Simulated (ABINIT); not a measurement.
An input for ABINIT 10.8.3 (SrTiO3 (Tausonite)):

```
acell 3*1.0 Angstrom
rprim 
  3.905280000000 0.000000000000 0.000000000000
  0.000000000000 3.905280000000 0.000000000000
  0.000000000000 0.000000000000 3.905280000000
ntypat 3
znucl 38 22 8
natom 5
typat 1 2 3 3 3
xred 
  0.500000000000 0.500000000000 0.500000000000
  0.000000000000 0.000000000000 0.000000000000
  0.500000000000 0.000000000000 0.000000000000
  0.000000000000 0.500000000000 0.000000000000
  0.000000000000 0.000000000000 0.500000000000
pp_dirpath "pseudos"
pseudos "Sr.upf, Ti.upf, O.upf"
ecut 38
nspinor 2
ngkpt 4 4 4
nshiftk 1
shiftk 0 0 0
kptopt 1
chksymbreak 0
istwfk *1
occopt 1
irdwfk 1
optdriver 4
nband 146
gwcalctyp 0
ecutsigx 38
symsigma 0
nkptgw 2
kptgw 
  0.5000000000 0.5000000000 0.5000000000
  0.0000000000 0.0000000000 0.0000000000
bdgw 
  37 44
  37 44
ecuteps 4.4
irdscr 1
ppmodel 1
indata_prefix "in"
outdata_prefix "out"
tmpdata_prefix "tmp"
```

```sh
OMP_NUM_THREADS=1 mpirun -n 8 abinit run.abi > log
```

Q: Estimate wall time and host memory on 8 MPI ranks of Arm Neoverse V2, shared host.

It took 77 s; on shared hardware allow 38 s to 2.6 min. Peak host memory was 3.0 GiB.

[Paths, hosts, dates, memory and timing lines, banners, echoed tables and standing remarks are left out of the program output.]

[Logs are printed without paths, hosts, clocks, repeated set-up lines and the standing remarks that a program may print on its own settings, such as how far it seeks lower states.]

[Runs of the session that timed out or met a known fault of the program may be left out.]

[Hosts, paths, dates, database ids (printed as entryN), source tags and the programs' standing remarks are cut or masked in the printed files.]

[G0W0 gaps are taken among the corrected bands and points alone; a level outside them can change the order at an edge.]

[Where Ansatz stands beside ABINIT at settings called matched, ABINIT's density can come from a denser mesh and the files from another edition; pairs whose starting gaps differed by over 0.03 eV were left out, so agreement reads better than it is.]
